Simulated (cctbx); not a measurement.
## Accept or mend?

Cell a = 21.6640 Å, b = 6.1800 Å, c = 5.5810 Å, α = 90.00°, β = 91.82°, γ = 90.00°; space group C2/c (no. 15). The compound is Zn2SnMo2O8.

The data are simulated with cctbx, not measured: Ga Kα, λ = 1.3414 Å, to d = 0.83 Å, 50 % of the full sphere, strongest reflection 20000 counts, noise from counting, a 4 % proportional error and a noise floor of 4 counts (s.d.); no absorption.

An anisotropic refinement with weights 1/σ² prints:

```text
Rint 0.033, 635 unique reflections to 0.83 A
cycle     R1     wR2    GooF  max shift (A)
   1  0.2971  0.6469  13.671   0.15644
  12  0.1243  0.3140   6.637   0.00464
final R1 0.1241 wR2 0.3140 GooF 6.636  parameters 59  data/parameter 10.8
atom        x        y        z      Ueq    occ   su(xyz)  su(Uiso or U11)
Mo1    0.00000  0.32905  0.25000  -0.0018  1.000  0.00044  0.0014  NPD
Sn1    0.62461  0.35578  0.21674   0.0343  1.000  0.00051  0.0021
Zn1    0.77873  0.35953  0.27502   0.0129  1.000  0.00090  0.0025
O1     0.81974  0.87780  0.57236   0.0173  1.000  0.00431  0.0094  NPD
O2     0.70974  0.84527  0.84631   0.0556  1.000  0.00635  0.0356
O3     0.55750  0.08118  0.10978   0.3293  1.000  0.03471  0.0210  NPD
O4     0.57765  0.40583  0.52286   0.0207  1.000  0.00379  0.0153  NPD
difference map: max 15.50 min -4.09 rms 1.17
Q1    0.0000  0.3293  0.2500    4   15.83  0.00 A from Mo1
Q2    0.0694  0.3777  0.6172    8   10.07  0.36 A from O3
Q3    0.2185  0.3423  0.2550    8    5.92  0.21 A from Zn1
Q4    0.1904  0.3507  0.8504    8    5.63  0.42 A from O2
Q5    0.1291  0.1339  0.7205    8    2.82  0.12 A from Sn1
Q6    0.0729  0.0900  0.0891    8    2.47  0.39 A from O4
```

**Question.** Can this result stand? If not, what is the likely fault?

Mend it. The fault: elements exchanged: Sn1 is Mo and Mo1 is Sn. Against the right model at the same level, R1 goes from 0.0189 to 0.1241 and GooF from 0.96 to 6.64, U of Mo1 shrinks from 0.0135 to -0.0018 Å², the top difference peak, 15.8 e/Å³, lies on Mo1 and Mo1, O1, O3 and O4 go non-positive-definite. Sn1 has 8 electrons too many and its U swells to shed them, as expected; Mo1 has 8 electrons too few and its U shrinks to make up, as expected. The fit had not settled when the cycles ran out.

The compound is Zn2SnMo2O8. The right model at the same level gives:

```text
Rint 0.033, 635 unique reflections to 0.83 A
cycle     R1     wR2    GooF  max shift (A)
   1  0.1216  0.3555   7.514   0.05372
   3  0.0189  0.0453   0.958   0.00025
final R1 0.0189 wR2 0.0453 GooF 0.958  parameters 59  data/parameter 10.8
atom        x        y        z      Ueq    occ   su(xyz)  su(Uiso or U11)
Sn1    0.00000  0.32902  0.25000   0.0135  1.000  0.00006  0.0002
Mo1    0.62489  0.35575  0.21675   0.0288  1.000  0.00007  0.0003
Zn1    0.77911  0.35954  0.27399   0.0175  1.000  0.00012  0.0003
O1     0.81964  0.87871  0.57663   0.0229  1.000  0.00059  0.0015
O2     0.69729  0.84897  0.84207   0.0332  1.000  0.00071  0.0022
O3     0.56789  0.12509  0.11319   0.0311  1.000  0.00065  0.0021
O4     0.57913  0.40772  0.52794   0.0261  1.000  0.00054  0.0017
difference map: max 0.59 min -0.59 rms 0.16
Q1    0.1168  0.2966  0.3905    8    0.61  1.73 A from O3
Q2    0.1737  0.3006  0.3756    8    0.54  1.15 A from O1
Q3    0.1307  0.1725  0.5886    8    0.53  0.75 A from Mo1
Q4    0.1894  0.3364  0.0419    8    0.51  1.14 A from O2
Q5    0.0414  0.1095  0.7927    8    0.51  1.53 A from O4
Q6    0.1987  0.1481  0.1907    8    0.48  1.38 A from O1
```

Isotropic U is held between 0.0001 and 1 Å² by the program, and listed peak heights are interpolated, so they can pass the grid's maximum.

The model is made up (kin elements in a known structure type, no relaxation), so it says nothing on whether the phase exists.

[Middle refinement cycles are left out of these outputs.]

[Logs are printed without paths, hosts, clocks, repeated set-up lines and the standing remarks that a program may print on its own settings, such as how far it seeks lower states.]
